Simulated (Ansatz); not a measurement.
# Lattice dynamics of LuTlSeO (built on the sites of a database entry of LuTlSe2)

Aim: the vibrations of LuTlSeO (built on the sites of a database entry of LuTlSe2), their spectra, and whether the structure is stable.

Program: Ansatz 0.2.0. Level of theory: DFT PBEsol, scalar-relativistic, plane waves, PAW. Results are calculated unless marked as measured.

The structure was built from a prototype and need not be the compound's stable phase.

**1. The structure**

Symmetry: R3m, No. 160, trigonal system. The conventional cell has a = 3.954 Å, b = 3.954 Å, c = 22.502 Å, α = 90.00°, β = 90.00°, γ = 120.00°. Lu has 3 Se at 2.73 Å and 3 O at 2.73 Å nearest. Nearest to Tl lie 3 Se at 3.21 Å and 3 O at 3.21 Å. O has 3 Lu at 2.73 Å nearest. Se has 3 Lu at 2.73 Å and 3 Tl at 3.21 Å nearest. Farther neighbours and most contacts between anions are not listed.

**2. Coarse relaxation**

The start is far from rest, so a relaxation with loose tolerances brings it close first.

Contents of input.yaml:

```yaml
crystal:
  lattice:
    - [1.97688, 1.14135, 7.50057]
    - [-1.97688, 1.14135, 7.50057]
    - [0.0, -2.28271, 7.50057]
  atoms:
    - { symbol: Lu, position: [0.0, 0.0, 0.0] }
    - { symbol: Tl, position: [0.5, 0.5, 0.5] }
    - { symbol: O, position: [0.73313184, 0.73313184, 0.73313184] }
    - { symbol: Se, position: [0.26686816, 0.26686816, 0.26686816] }
kpoints:
  mp_grid: { grid: [6, 6, 6] }
hamiltonian:
  xc: pbesol
scf:
  occupations: { method: gaussian, width: 0.1 }
output:
  forces: true
  stress: true
  eigenvalues: true
relax:
  adjacent_minimum: "off"
  f_tol: 0.05
  max_steps: 80
  cell: { stress_tol: 0.5 }
```

Run with:

```console
> ansatz run input.yaml --threads 8 --pin off --max-ram 14336MiB --backend cpu --events-out ev --progress --plain --runs-dir out
```

Numbers of over 12 decimals in the logs are rounded to 6 here.

Output:

```text
The last accepted step is kept in <dir> (removed where the run ends without a failure and the disk answers)
[...]
cell:  # Å, volume = 87.1803 Å³
    - [1.825242, 1.053802, 7.554173]
    - [-1.825242, 1.053802, 7.554173]
    - [0, -2.107609, 7.554173]
  atoms:
    - { symbol: Lu, position: [0.016086, 0.016086, 0.016086] }
    - { symbol: Tl, position: [0.508943, 0.508943, 0.508943] }
    - { symbol: O, position: [0.710515, 0.710515, 0.710515] }
    - { symbol: Se, position: [0.264455, 0.264455, 0.264455] }
[key lines of the parts left out:]
SCF converged after 6 iterations
Free energy (F): -31896.884798 eV
Fermi energy:    10.784043 eV
P = ⅓ Tr σ = -0.0954 GPa (-0.954 kbar)
```

It took 27 s on 8 threads of Arm Neoverse V2, shared host; peak memory 0.56 GiB; 3.2 min of CPU time.

Step by step:

```csv
step,energy less that of the first step (eV),largest force component (eV/Å),pressure (GPa),volume (Å³)
1,0.0000,3.6843,-7.88,101.54
2,-1.0698,1.9970,-8.51,97.40
3,-1.8872,0.5781,-4.88,88.81
4,-1.8860,1.1744,6.69,78.40
5,-2.0467,0.4196,-0.91,84.74
6,-2.0714,0.2215,-0.29,84.61
7,-2.0869,0.1492,1.15,86.00
8,-2.0916,0.0655,0.24,86.83
9,-2.0899,0.1211,-0.27,87.31
10,-2.0919,0.0057,0.04,87.18
11*,-2.0847,0.0052,-0.10,87.18
```

Relaxation steps marked * repeat the geometry before them on a plane-wave basis chosen anew for their cell, so energy and pressure can jump there. Relaxation steps 4, 9 were tried and not accepted.

The run keeps the 6 symmetry operations that it works with, so distortions that break them were not tested.

| conventional cell, symmetrised | before | after | change |
| --- | --- | --- | --- |
| a (Å) | 3.954 | 3.650 | -7.7 % |
| b (Å) | 3.954 | 3.650 | -7.7 % |
| c (Å) | 22.502 | 22.663 | +0.7 % |
| volume (Å³/atom) | 25.39 | 21.80 | -14.1 % |

The atoms that moved most (Å, as changes of fractional coordinates times the final cell):

```csv
atom,dx,dy,dz,length
O3,0.000,0.000,-0.513,0.513
Lu1,0.000,0.000,0.365,0.365
Tl2,0.000,0.000,0.203,0.203
Se4,0.000,0.000,-0.055,0.055
```

Final coordinates:

```xyz
4
Lattice="1.8252 1.0538 7.5542 -1.8252 1.0538 7.5542 0.0000 -2.1076 7.5542" Properties=species:S:1:pos:R:3 pbc="T T T"
Lu    0.0000    0.0000    0.3645
Tl    0.0000    0.0000   11.5339
O     0.0000    0.0000   16.1021
Se    0.0000    0.0000    5.9932
```

Numbers from this step:

- pressure: -0.09540 GPa
- volume per atom: 21.80 Å³
- gap on the k-mesh: 0.4685 eV
- direct gap on mesh: 1.599 eV

In this step the volume went from 25.39 to 21.80 Å³/atom.

**3. Relaxation**

The cell and atoms are relaxed, since residual forces and stress would shift the frequencies.

Contents of input.yaml:

```yaml
crystal:
  lattice:
    - [1.8252415977, 1.0538020492, 7.5541733931]
    - [-1.8252415977, 1.0538020492, 7.5541733931]
    - [0.0, -2.1076091341, 7.5541726906]
  atoms:
    - { symbol: Lu, position: [0.0160860066, 0.0160860066, 0.0160860066] }
    - { symbol: Tl, position: [0.5089433994, 0.5089433994, 0.5089433994] }
    - { symbol: O, position: [0.7105154455, 0.7105154455, 0.7105154455] }
    - { symbol: Se, position: [0.2644551485, 0.2644551485, 0.2644551485] }
kpoints:
  mp_grid: { grid: [9, 9, 9] }
hamiltonian:
  xc: pbesol
scf:
  occupations: { method: gaussian, width: 0.02 }
output:
  forces: true
  stress: true
  eigenvalues: true
relax:
  adjacent_minimum: "off"
  f_tol: 0.005
  max_steps: 80
  cell: { stress_tol: 0.05 }
```

Output:

```text
[...]
Crystal: 4 atoms, lattice volume = 87.180 Å³
Basis set: ecut = 420 eV, 1675 PW (Γ), FFT grids on a1−a3, a2−a3, a3, exchange–correlation on 50×50×108 points (8 copies of the dense FFT grid, shifted against one another)
Bands: 36, of which v1, the nominal top of the filled ones, is band 30 counted from 1 (29 counted from 0)
Symmetry: 6 space group operations
[...]
--- Relaxed structure (5 steps of the walk, 4 accepted, 1 SCFs on fresh bases) ---
[...]
cell:  # Å, volume = 87.2806 Å³
    - [1.822533, 1.052238, 7.585357]
    - [-1.822533, 1.052238, 7.585357]
    - [0, -2.104482, 7.585357]
  atoms:
    - { symbol: Lu, position: [0.015920, 0.015920, 0.015920] }
    - { symbol: Tl, position: [0.509282, 0.509282, 0.509282] }
    - { symbol: O, position: [0.710319, 0.710319, 0.710319] }
    - { symbol: Se, position: [0.264480, 0.264480, 0.264480] }
[key lines of the parts left out:]
SCF converged after 6 iterations
Free energy (F): -31896.889936 eV
Fermi energy:    10.811618 eV
P = ⅓ Tr σ = 0.0069 GPa (0.069 kbar)
```

The job ended after 28 s (8 threads; peak memory 0.64 GiB).

The steps of the relaxation:

```
step  energy less that of the first step (eV)  largest force component (eV/Å)  pressure (GPa)  volume (Å³)
   1                                   0.0000                          0.0094           -0.11        87.18
   2                                  -0.0003                          0.0194            0.02        87.06
   3                                  -0.0003                          0.0132            0.03        87.19
   4                                   0.0000                          0.0379           -0.02        87.36
   5                                  -0.0002                          0.0018            0.00        87.28
  6*                                  -0.0003                          0.0018            0.01        87.28
```

Relaxation steps marked * repeat the geometry before them on a plane-wave basis chosen anew for their cell, so energy and pressure can jump there. Relaxation step 4 was tried and not accepted.

Forces are held to the 6 operations that the run works with; a distortion that breaks them can't arise in this run.

```
conventional cell, symmetrised  before   after  change
                         a (Å)   3.650   3.645  -0.1 %
                         b (Å)   3.650   3.645  -0.1 %
                         c (Å)  22.663  22.756  +0.4 %
              volume (Å³/atom)   21.80   21.82  +0.1 %
```

Final coordinates:

```xyz
4
Lattice="1.8225 1.0522 7.5854 -1.8225 1.0522 7.5854 0.0000 -2.1045 7.5854" Properties=species:S:1:pos:R:3 pbc="T T T"
Lu    0.0000    0.0000    0.3623
Tl    0.0000    0.0000   11.5892
O     0.0000    0.0000   16.1641
Se    0.0000    0.0000    6.0185
```

Numbers from this step:

| Property | Result |
| --- | --- |
| pressure | 0.006914 GPa |
| gap on the k-mesh | 0.5554 eV |
| volume per atom | 21.82 Å³ |
| direct gap on mesh | 1.641 eV |

In this step the volume went from 21.80 to 21.82 Å³/atom.

**4. Tight relaxation**

Phonons need a cell at rest on their own settings, so the relaxation is repeated with tight tolerances on forces and stress on the k mesh and occupations of the first response run.

Contents of input.yaml:

```yaml
crystal:
  lattice:
    - [1.8225332388, 1.0522383705, 7.5853574186]
    - [-1.8225332388, 1.0522383705, 7.5853574186]
    - [0.0, -2.1044817976, 7.5853567172]
  atoms:
    - { symbol: Lu, position: [0.0159201471, 0.0159201471, 0.0159201471] }
    - { symbol: Tl, position: [0.5092815963, 0.5092815963, 0.5092815963] }
    - { symbol: O, position: [0.7103185048, 0.7103185048, 0.7103185048] }
    - { symbol: Se, position: [0.2644797518, 0.2644797518, 0.2644797518] }
kpoints:
  mp_grid: { grid: [9, 9, 9] }
hamiltonian:
  xc: pbesol
scf:
  occupations: { method: fixed }
output:
  forces: true
  stress: true
  eigenvalues: true
relax:
  adjacent_minimum: "off"
  f_tol: 0.001
  max_steps: 60
  cell: { stress_tol: 0.01 }
```

Output:

```text
[...]
Crystal: 4 atoms, lattice volume = 87.281 Å³
Basis set: ecut = 420 eV, 1675 PW (Γ), FFT grids on a1−a3, a2−a3, a3, exchange–correlation on 50×50×108 points (8 copies of the dense FFT grid, shifted against one another)
Bands: 36, of which v1, the nominal top of the filled ones, is band 30 counted from 1 (29 counted from 0)
Symmetry: 6 space group operations
[...]
--- Relaxed structure (5 steps of the walk, 5 accepted, 1 SCFs on fresh bases) ---
[...]
cell:  # Å, volume = 87.3717 Å³
    - [1.822421, 1.052173, 7.594219]
    - [-1.822421, 1.052173, 7.594219]
    - [0, -2.104352, 7.594218]
  atoms:
    - { symbol: Lu, position: [0.015868, 0.015868, 0.015868] }
    - { symbol: Tl, position: [0.509419, 0.509419, 0.509419] }
    - { symbol: O, position: [0.710216, 0.710216, 0.710216] }
    - { symbol: Se, position: [0.264497, 0.264497, 0.264497] }
[key lines of the parts left out:]
SCF converged after 8 iterations
Free energy (F): -31896.889931 eV
Fermi energy:    10.519491 eV
P = ⅓ Tr σ = 0.0020 GPa (0.020 kbar)
```

The job ended after 27 s (8 threads; peak memory 0.64 GiB).

The steps of the relaxation:

```
step  energy less that of the first step (eV)  largest force component (eV/Å)  pressure (GPa)  volume (Å³)
   1                                   0.0000                          0.0019            0.01        87.28
   2                                   0.0001                          0.0023            0.00        87.33
   3                                   0.0001                          0.0026           -0.01        87.38
   4                                   0.0001                          0.0018            0.00        87.38
   5                                   0.0001                          0.0001            0.00        87.37
  6*                                   0.0000                          0.0001            0.00        87.37
```

Relaxation steps marked * repeat the geometry before them on a plane-wave basis chosen anew for their cell, so energy and pressure can jump there.

Forces are held to the 6 operations that the run works with; a distortion that breaks them can't arise in this run.

```
conventional cell, symmetrised  before   after  change
                         a (Å)   3.645   3.645  -0.0 %
                         b (Å)   3.645   3.645  -0.0 %
                         c (Å)  22.756  22.783  +0.1 %
              volume (Å³/atom)   21.82   21.84  +0.1 %
```

The relaxed structure:

```xyz
4
Lattice="1.8224 1.0522 7.5942 -1.8224 1.0522 7.5942 0.0000 -2.1044 7.5942" Properties=species:S:1:pos:R:3 pbc="T T T"
Lu    0.0000    0.0000    0.3615
Tl    0.0000    0.0000   11.6059
O     0.0000    0.0000   16.1806
Se    0.0000    0.0000    6.0259
```

Numbers from this step:

| Item | Value |
| --- | --- |
| pressure | 0.002031 GPa |
| gap on the k-mesh | 0.5567 eV |
| volume per atom | 21.84 Å³ |
| direct gap on mesh | 1.638 eV |

The largest force component left is 0.12 meV/Å and the pressure is 0.002 GPa, within the tolerances set. The cell now holds 21.84 Å³/atom.

(Part 1 of 2 ends here.)

[Logs are printed without paths, hosts, clocks, repeated set-up lines and the standing remarks that a program may print on its own settings, such as how far it seeks lower states.]

[Hosts, paths, dates, database ids (printed as entryN), source tags and the programs' standing remarks are cut or masked in the printed files.]
